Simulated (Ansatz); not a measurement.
# SiC (P6_3mc): from the cell to its phonons, part 3 of 3

Aim: the vibrations of SiC (P6_3mc), their spectra, and whether the structure is stable.

Ansatz 0.2.0; DFT PBE+D3(BJ), scalar-relativistic, plane waves, PAW.

So far. Step 3 (Tight relaxation): The largest force component left is 0.54 meV/Å and the pressure is 0.000 GPa, within the tolerances set. The cell now holds 10.28 Å³/atom. The relaxed cell has a = 3.072, c = 10.057 Å (conventional setting).

## (4) Zone-centre response

The zone centre is the only wavevector solved here; it holds the modes that light can see, as far as symmetry allows. The response to a homogeneous field gives the Born charges and the dielectric tensor, and its change with displacement the Raman tensors.

File input.yaml:

```yaml
crystal:
  lattice:
    - [3.0723019921, 0.0, 0.0]
    - [-1.5361509961, 2.6606915733, 0.0]
    - [0.0, 0.0, 10.0570049348]
  atoms:
    - { symbol: Si, position: [0.6666666667, 0.3333333333, 0.9378311392] }
    - { symbol: Si, position: [0.3333333333, 0.6666666667, 0.4378311392] }
    - { symbol: Si, position: [0.0, 0.0, 0.6879106309] }
    - { symbol: Si, position: [0.0, 0.0, 0.1879106309] }
    - { symbol: C, position: [0.6666666667, 0.3333333333, 0.7498127515] }
    - { symbol: C, position: [0.3333333333, 0.6666666667, 0.2498127515] }
    - { symbol: C, position: [0.0, 0.0, 0.5004444784] }
    - { symbol: C, position: [0.0, 0.0, 0.0004444784] }
kpoints:
  mp_grid: { grid: [9, 9, 4] }
hamiltonian:
  xc: pbe
  dispersion: d3bj
scf:
  occupations: { method: fixed }
output:
  eigenvalues: true
phonons:
  method: dfpt
  dielectric: true
  rigid_motions: translations
  raman: true
```

The run is started by

```console
> ansatz run input.yaml --threads 4 --pin off --max-ram 7168MiB --backend cpu --events-out ev --progress --plain --runs-dir out
```

Numbers of over 12 decimals in the logs are rounded to 6 here.

The program printed:

```text
[...]
Crystal: 8 atoms, lattice volume = 82.210 Å³
Basis set: ecut = 420 eV, 1605 PW (Γ), exchange–correlation on 48×48×144 points (8 copies of the dense FFT grid, shifted against one another)
Bands: 24, of which v1, the nominal top of the filled ones, is band 16 counted from 1 (15 counted from 0)
Symmetry: 12 space group operations
k-points: 95 of 324 (irreducible under 2 space group operations, time reversal used)
[...]
SCF iter   1: F=—  HF=-3551.043726 eV  |F-HF|=—  |Δ(HF+E_count)|=         —  Δρ=2.63e-3  dr2=6.08e-3  ethr=1.77e-3  ⟨swp⟩=4.3  Hψ=10252  notcnv=0  defer=538
[...]
SCF iter   9: F=-3551.043668 eV  HF=-3551.043668 eV  |F-HF|=8.64e-12  |Δ(HF+E_count)|=  9.71e-10  Δρ=9.90e-8  dr2=5.03e-12  ethr=1.00e-12  ⟨swp⟩=13.6  Hψ=15477  notcnv=0
SCF 1 converged in 9 iterations: F = -3551.043668 eV  dr2 = 5.03e-12
[...]
NSCF: frozen V_eff on 4 k-points
DFPT response loops at Γ: preconditioner auto → Resta (q_TF=auto, 2.331 Å⁻¹)  ε∞=5.1 (no band partly filled); β = 1.00, the filter's whole step (`scf.mixing.beta` (0.50) is not read by the response loops at its default; to damp them type it under 1.00, their step now; it binds the ground state too); Broyden in place of MSR1
── the response to a field inside a basis, on 18×18×6 k-points: an SCF that follows is theirs, and a resumed run solves both again ──
Bands: 17, of which v1, the nominal top of the filled ones, is band 16 counted from 1 (15 counted from 0)
k-points: 270 of 1944 (irreducible under 4 space group operations, time reversal used)
[...]
Eigensolver: Dense (270 Hₖ)
SCF iter   1: F=—  HF=-3551.031383 eV  |F-HF|=—  |Δ(HF+E_count)|=         —  Δρ=1.87e-4  dr2=6.92e-6  ethr=1.00e-1
[...]
SCF iter   6: F=-3551.031388 eV  HF=-3551.031388 eV  |F-HF|=5.46e-12  |Δ(HF+E_count)|=  5.23e-10  Δρ=2.78e-7  dr2=3.15e-11  ethr=6.91e-12
SCF 1 converged in 6 iterations: F = -3551.031388 eV  dr2 = 3.15e-11
[...]
SCF converged after 9 iterations
Free energy (F): -3551.043668 eV
[...]
Internal energy: -3551.043668 eV  (E = F + TS)
E sigma→0 (E₀):  -3551.043668 eV
Fermi energy:    9.632442 eV
[...]
--- Band table (eV; the first three rows and the last of 95) ---
  k-point 0: bands = [... 12 lower, 9.0483, 9.5818, 9.6324, 9.6324, 14.7706, 15.3493, 15.9779, 15.9972, ... 4 higher]
  k-point 1: bands = [... 12 lower, 9.2185, 9.2185, 9.5767, 9.5767, 14.8247, 15.2011, 16.1811, 16.2413, ... 4 higher]
  k-point 2: bands = [... 12 lower, 9.4259, 9.4259, 9.4259, 9.4259, 14.9792, 14.9792, 16.4418, 16.4418, ... 4 higher]
  k-point 94: bands = [... 12 lower, 6.4199, 6.4199, 8.2376, 8.2376, 13.9464, 13.9464, 15.1743, 15.1743, ... 4 higher]
--- Phonons (Γ-DFPT): 8 representative perturbations + reference, on 95 of 324 k-points (Σ response iterations 25) ---
  k mesh reduced under 2 symmetry operations, with k and −k counted as one. Each operation leaves every solved perturbation unchanged. A smaller set is not considered because the run solves the response to a homogeneous field
  ASR residual: 9.265e-5 → 0.000e0 eV/Å²; symmetrization residual: 3.486e-6 eV/Å²
  pairwise dispersion correction: d3bj (s6 = 1.0, s8 = 0.7875, a1 = 0.4289, a2_bohr = 4.4407), with the weights of each atom's references fixed at the reference crystal's, and the forces and stress that the weights' published response gives there kept as a pressure on the atom's counted neighbours (hamiltonian.dispersion)
  ASR residual per site (eV/Å²): 9.26e-5 9.26e-5 7.94e-5 7.94e-5 2.47e-5 2.47e-5 2.22e-5 2.22e-5
  Γ frequencies (cm⁻¹): 0.00 0.00 0.00 190.43 190.43 198.41 198.41 256.90 256.90 397.91 405.93 604.86 768.77 768.77 776.65 776.65 780.66 784.75 784.75 795.81 795.81 834.42 907.77 916.27
  ε∞ (high-frequency dielectric tensor):
        6.968584    -0.000000     0.000000
       -0.000000     6.968584     0.000000
       -0.000000    -0.000000     7.268472
  ε⁰ (static dielectric tensor: ions relaxed, cell fixed):
       10.239935    -0.000000    -0.000000
       -0.000000    10.239935     0.000000
       -0.000000     0.000000    10.920627
  ε⁰ − ε∞ (ionic part):
        3.271351    -0.000000    -0.000000
       -0.000000     3.271351     0.000000
       -0.000000     0.000000     3.652155
  softest optical mode at Γ: 190.43 cm⁻¹; the repairs (sum rule, projections) moved no ω² at Γ by more than (1.67 cm⁻¹)²
  Born effective charges Z* (e; rows j = field, columns β = displacement):
    site 0:
         2.69415   -0.00000   -0.00000
        -0.00000    2.69415   -0.00000
        -0.00000   -0.00000    2.65213
    site 1:
         2.69415   -0.00000    0.00000
        -0.00000    2.69415   -0.00000
         0.00000    0.00000    2.65213
    site 2:
         2.70158   -0.00000   -0.00000
        -0.00000    2.70158    0.00000
        -0.00000   -0.00000    2.93611
    site 3:
         2.70158   -0.00000    0.00000
        -0.00000    2.70158   -0.00000
         0.00000   -0.00000    2.93611
    site 4:
        -2.71968    0.00000   -0.00000
        -0.00000   -2.71968   -0.00000
         0.00000    0.00000   -2.75794
    site 5:
        -2.71968    0.00000    0.00000
         0.00000   -2.71968    0.00000
        -0.00000   -0.00000   -2.75794
    site 6:
        -2.67605   -0.00000   -0.00000
         0.00000   -2.67605    0.00000
        -0.00000   -0.00000   -2.83030
    site 7:
        -2.67605    0.00000    0.00000
         0.00000   -2.67605   -0.00000
         0.00000   -0.00000   -2.83030
  Z* charge neutrality: 3.599e-3 e pre-enforcement
  solved inside a basis spanned on kpoints, on 18×18×6 k-points: ε∞ is read to err by 2.7e-2, Z* by 1.2e-2 e (field_mesh: kpoints solves on kpoints); Z* is corrected for what the basis lacks
  Raman tensors (in the event stream and the table raman_tensors.tsv): an entry may err by 1.3e-2 Å², one of the second-order susceptibility by 6.2e-2 pm/V (basis, points and sum rule); their sum over the sites missed zero by 2.115e-4 Å² ahead of its enforcement
  optical modes at Γ without the LO–TO term, one row a degenerate level:
      ω (cm⁻¹)  modes    IR ((D/Å)²/amu)  static Raman (Å⁴/amu)  depolarisation
        190.43      2             0.0000                 0.0905           0.750
        198.41      2             0.0000                 0.7011           0.750
        256.90      2             0.0029                 1.8153           0.750
        397.91      1             0.0000                 0.0000               —
        405.93      1             0.0000                 0.0000               —
        604.86      1             0.1759                 1.8857           0.591
        768.77      2             0.0735                 0.0188           0.750
        776.65      2             0.0000                60.0767           0.750
        780.66      1            85.2226               100.9917           0.707
        784.75      2             0.0000                 0.6382           0.750
        795.81      2           159.6072                37.9410           0.750
        834.42      1             0.3145                 2.2747           0.590
        907.77      1             0.0000                 0.0000               —
        916.27      1             0.0000                 0.0000               —
  optical modes at Γ + LO–TO along q̂ = [1.0000, 0.0000, 0.0000]:
      ω (cm⁻¹)  modes    IR ((D/Å)²/amu)  static Raman (Å⁴/amu)  depolarisation
        190.43      2             0.0000                 0.0905           0.750
        198.41      2             0.0000                 0.7011           0.750
        256.90      1             0.0015                 0.9076           0.750
        256.91      1             0.0006                 0.8934           0.750
        397.91      1             0.0000                 0.0000               —
        405.93      1             0.0000                 0.0000               —
        604.86      1             0.1759                 1.8857           0.591
        768.77      1             0.0367                 0.0094           0.750
        768.78      1             0.0006                 0.0008           0.750
        776.65      2             0.0000                60.0767           0.750
        780.66      1            85.2226               100.9917           0.707
        784.75      2             0.0000                 0.6382           0.750
        795.81      1            79.8036                18.9705           0.750
        834.42      1             0.3145                 2.2747           0.590
        907.77      1             0.0000                 0.0000               —
        916.27      1             0.0000                 0.0000               —
        964.64      1            79.8406                86.8526           0.750
  optical modes at Γ + LO–TO along q̂ = [0.0000, 1.0000, 0.0000]:
      ω (cm⁻¹)  modes    IR ((D/Å)²/amu)  static Raman (Å⁴/amu)  depolarisation
        190.43      2             0.0000                 0.0905           0.750
        198.41      2             0.0000                 0.7011           0.750
        256.90      1             0.0015                 0.9076           0.750
        256.91      1             0.0006                 0.8934           0.750
        397.91      1             0.0000                 0.0000               —
        405.93      1             0.0000                 0.0000               —
        604.86      1             0.1759                 1.8857           0.591
        768.77      1             0.0367                 0.0094           0.750
        768.78      1             0.0006                 0.0008           0.750
        776.65      2             0.0000                60.0767           0.750
        780.66      1            85.2226               100.9917           0.707
        784.75      2             0.0000                 0.6382           0.750
        795.81      1            79.8036                18.9705           0.750
        834.42      1             0.3145                 2.2747           0.590
        907.77      1             0.0000                 0.0000               —
        916.27      1             0.0000                 0.0000               —
        964.64      1            79.8406                86.8526           0.750
  optical modes at Γ + LO–TO along q̂ = [0.0000, 0.0000, 1.0000]:
      ω (cm⁻¹)  modes    IR ((D/Å)²/amu)  static Raman (Å⁴/amu)  depolarisation
        190.43      2             0.0000                 0.0905           0.750
        198.41      2             0.0000                 0.7011           0.750
        256.90      2             0.0029                 1.8153           0.750
        397.91      1             0.0000                 0.0000               —
        405.93      1             0.0000                 0.0000               —
        605.09      1             0.0346                 1.6995           0.530
        768.77      2             0.0735                 0.0188           0.750
        776.65      2             0.0000                60.0767           0.750
        784.75      2             0.0000                 0.6382           0.750
        795.81      2           159.6072                37.9410           0.750
        834.15      1             0.0490                 0.3320           0.244
        907.77      1             0.0000                 0.0000               —
        916.27      1             0.0000                 0.0000               —
        956.84      1            85.6295               295.9260           0.748
```

The job ended after 38 min (4 threads of Arm Neoverse N1, shared host; peak memory 4.1 GiB).

Reading the cycles: dr2 is the Hartree energy of the density residual (eV), the measure of convergence; HF is the Harris–Foulkes estimate of the energy, which meets the free energy F at convergence.

This step gave:

| Property | Result |
| --- | --- |
| sum-rule residual before enforcement | 9.26e-5 eV/Å² |
| miss of the charge sum rule | 0.003599 e |
| estimated error of the dielectric tensor | 0.02661 |
| estimated error of the Born charges | 0.01188 e |
| point group | 6mm |
| highest optical mode at the zone centre (no LO-TO term) | 916.3 cm⁻¹ |
| lowest optical zone-centre mode | 190.4 cm⁻¹ |
| mean high-frequency dielectric constant | 7.069 |
| largest Born charge (third of the trace) | 2.780 e |
| mean static dielectric constant | 10.47 |
| top of the zone-centre spectrum with the field | 964.6 cm⁻¹ |

Without the LO-TO term. Patterns of degenerate modes are one choice out of their space. The modes at Γ (shares of kinetic energy by element, %):

```csv
mode,frequency (cm⁻¹),symmetry,Si %,C %
1,0.0,acoustic,70,30
2,0.0,acoustic,70,30
3,0.0,acoustic,70,30
4,190.4,E2,72,28
5,190.4,E2,72,28
6,198.4,E2,73,27
7,198.4,E2,73,27
8,256.9,E1,74,26
9,256.9,E1,74,26
10,397.9,B1,76,24
11,405.9,B1,76,24
12,604.9,A1,100,0
13,768.8,E1,26,74
14,768.8,E1,26,74
15,776.6,E2,28,72
16,776.6,E2,28,72
17,780.7,A1,30,70
18,784.8,E2,27,73
19,784.8,E2,27,73
20,795.8,E1,30,70
21,795.8,E1,30,70
22,834.4,A1,0,100
23,907.8,B1,24,76
24,916.3,B1,24,76
```

Displacements in mode 4 (190.4 cm⁻¹), the largest set to 1:
```
Si1  0.63  1.00  0.00
Si2 -0.63 -1.00  0.00
Si3 -0.28 -0.45  0.00
Si4  0.28  0.45  0.00
C5  -0.20 -0.31  0.00
C6   0.20  0.31  0.00
C7  -0.63 -0.99  0.00
C8   0.63  0.99  0.00
```

Displacements in mode 9 (256.9 cm⁻¹), the largest set to 1:
```
Si1  1.00 -0.03  0.00
Si2  1.00 -0.03  0.00
Si3 -1.00  0.03  0.00
Si4 -1.00  0.03  0.00
C5  -0.91  0.03  0.00
C6  -0.91  0.03  0.00
C7   0.90 -0.03  0.00
C8   0.90 -0.03  0.00
```

Optical modes at the zone centre, without and with the macroscopic field of the longitudinal modes; each column is sorted by frequency, so a row need not hold one and the same mode. Modes with and without the field, by row:

```csv
rank among optical modes,no field (cm⁻¹),"q along (1, 0, 0) (cm⁻¹)","q along (0, 0, 1) (cm⁻¹)"
1,190.4,190.4,190.4
2,190.4,190.4,190.4
3,198.4,198.4,198.4
4,198.4,198.4,198.4
5,256.9,256.9,256.9
6,256.9,256.9,256.9
7,397.9,397.9,397.9
8,405.9,405.9,405.9
9,604.9,604.9,605.1
10,768.8,768.8,768.8
11,768.8,768.8,768.8
12,776.6,776.6,776.6
13,776.6,776.6,776.6
14,780.7,780.7,784.8
15,784.8,784.8,784.8
16,784.8,784.8,795.8
17,795.8,795.8,795.8
18,795.8,834.4,834.1
19,834.4,907.8,907.8
20,907.8,916.3,916.3
21,916.3,964.6,956.8
```

Born charge (rows field, columns displacement) (e), principal values of the symmetric part by kind of site:

```csv
atom,atoms with these values,low,middle,high,mean
Si1,2,2.65,2.69,2.69,2.68
Si3,2,2.70,2.70,2.94,2.78
C5,2,-2.76,-2.72,-2.72,-2.73
C7,2,-2.83,-2.68,-2.68,-2.73
```

In full for C7:

```
-2.68  0.00  0.00
 0.00 -2.68  0.00
 0.00  0.00 -2.83
```

High-frequency dielectric tensor:

```
6.97 0.00 0.00
0.00 6.97 0.00
0.00 0.00 7.27
```

Static dielectric tensor (ions relaxed, fixed cell):

```
10.24  0.00  0.00
 0.00 10.24  0.00
 0.00  0.00 10.92
```

Transverse modes. Lines of the infrared spectrum (strongest = 100):

```csv
position (cm⁻¹),label,relative intensity
190,E2,0.0
198,E2,0.0
257,E1,0.0
398,B1,0.0
406,B1,0.0
605,A1,0.1
769,E1,0.0
777,E2,0.0
781,A1,53
785,E2,0.0
796,E1,100
834,A1,0.2
908,B1,0.0
916,B1,0.0
```

Activity x (w_L - w)^4 (n + 1)/w, 532 nm, 300 K; modes without the macroscopic field alone. Lines of the Raman spectrum (strongest = 100):

```csv
position (cm⁻¹),label,relative intensity
190,E2,0.7
198,E2,4.9
257,E1,8.4
398,B1,0.0
406,B1,0.0
605,A1,2.6
769,E1,0.0
777,E2,60
781,A1,100
785,E2,0.6
796,E1,37
834,A1,2.1
908,B1,0.0
916,B1,0.0
```

Static second-order susceptibility (pm/V), twice the coefficient d of second-harmonic generation. Second order susceptibility, by row:

```csv
field along,xx,yy,zz,yz,xz,xy
x,0,0,0,0,14.09,0
y,0,0,0,14.09,0,0
z,14.09,14.09,-21.53,0,0,0
```

Before it was imposed, the acoustic sum rule was missed by 9.3e-5 eV/Å² and the charge sum rule by 0.0036 e. Small misses are needed for a sound result but don't prove that mesh and cutoff are converged. The lowest optical mode is real, 190 cm⁻¹.

## (5) Isotope substitution, element C, natural mass 12.011 amu

An isotope changes the mass and not the force constants, so no new electronic calculation is needed; the shifts show which modes move this element.

The same force constants with the mass of C changed from 12.011 to 13.003 u (phonopy, no LO-TO term). Both lists are sorted by frequency; levels can cross, so a row need not hold one and the same mode. Modes under 3 cm⁻¹ are left out. Isotope shifts, by row:

```csv
q,rank,natural mass (cm⁻¹),changed mass (cm⁻¹)
0 0 0,4,190.4,188.3
0 0 0,5,190.4,188.3
0 0 0,6,198.4,196.2
0 0 0,7,198.4,196.2
0 0 0,8,256.9,254.2
0 0 0,9,256.9,254.2
0 0 0,10,397.9,394
0 0 0,11,405.9,401.8
0 0 0,12,604.9,604.9
0 0 0,13,768.8,746.8
0 0 0,14,768.8,746.8
0 0 0,15,776.6,755.1
0 0 0,16,776.6,755.1
0 0 0,17,780.7,759.5
0 0 0,18,784.8,762.7
0 0 0,19,784.8,762.7
0 0 0,20,795.8,774.2
0 0 0,21,795.8,774.2
0 0 0,22,834.4,802
0 0 0,23,907.8,881.3
0 0 0,24,916.3,889.4
```

A mode of this element alone would shift by -3.89 %. The highest zone-centre frequency without the field goes from 916.3 to 889.4 cm⁻¹ (-2.9 %). The product of the frequency ratios over all optical modes at Γ is 0.644; the product rule, (m/m′)^(3k/2) (M′/M)^(3/2) with k = 4 such atoms and M the mass of the cell, gives 0.644.

## (6) Isotope substitution, element Si, natural mass 28.085 amu

The same for Si, from 28.09 to 29.97 u.

A mode of this element alone would shift by -3.20 %. The highest zone-centre frequency without the field goes from 916.3 to 909.4 cm⁻¹ (-0.7 %). The product of the frequency ratios over all optical modes at Γ is 0.725; the product rule, (m/m′)^(3k/2) (M′/M)^(3/2) with k = 4 such atoms and M the mass of the cell, gives 0.725.

## (7) Results

```
space group after relaxation (within 0.01 Å)            : P6_3mc
volume per atom                                         : 10.3 Å³
gap on the k-mesh                                       : 2.34 eV
highest optical mode at the zone centre (no LO-TO term) : 916 cm⁻¹
top of the zone-centre spectrum with the field          : 965 cm⁻¹
lowest optical zone-centre mode                         : 190 cm⁻¹
mean high-frequency dielectric constant                 : 7.07
mean static dielectric constant                         : 10.5
largest Born charge (third of the trace)                : 2.78 e
imaginary modes at Γ (the only wavevector solved)       : none
```

**Reading.** The structure is stable against zone-centre distortions, since no mode there is imaginary; runs at other wavevectors are not part of this account. Without the field, the optical modes at Γ span 190 to 916 cm⁻¹. The dispersion is not part of this account. The highest mode in this list at Γ, 916.3 cm⁻¹, is mostly motion of C (76 % of the kinetic energy). With the macroscopic field of the longitudinal modes the top of the zone-centre spectrum lies at 965 cm⁻¹, against 916 cm⁻¹ without it. Lattice motion raises the mean dielectric constant from 7.069 to 10.47. The strongest infrared line is at 796 cm⁻¹. Averaged over orientations, the strongest Raman line at 532 nm and 300 K is at 781 cm⁻¹, among the modes without the field; their longitudinal partners can be Raman active too. In the phonons the program treats the change of the C6 weights of the dispersion term with coordination only in part. These are harmonic frequencies at zero temperature: anharmonic shifts, linewidths and thermal expansion are left out.

Computed beside measured:

```
                                       quantity  measured  PBE+D3(BJ), PAW
   Raman mode, E2 TO (x=1/2), unstressed (cm⁻¹)    775.86     777 (+0.1 %)
Raman mode, A1 TO (x=1) as labelled in … (cm⁻¹)    781.83     781 (-0.1 %)
     Raman mode, E1 TO (x=0), unstressed (cm⁻¹)    796.78     796 (-0.1 %)
```

Measured values from arxiv:2011.13693 (2020).

How well it matches: Measured modes were matched to the nearest mode of that symmetry; at PBE+D3(BJ), PAW, 3 of them have a partner, and the computed frequencies miss them by 0.1 % on average (mean signed -0.1 %), which is good agreement. The grades are ours: good and fair within 3 and 7 % for the Raman mode. For Raman mode the calculation has a static lattice, without zero-point motion or thermal expansion.

[Logs are printed without paths, hosts, clocks, repeated set-up lines and the standing remarks that a program may print on its own settings, such as how far it seeks lower states.]

[Hosts, paths, dates, database ids (printed as entryN), source tags and the programs' standing remarks are cut or masked in the printed files.]
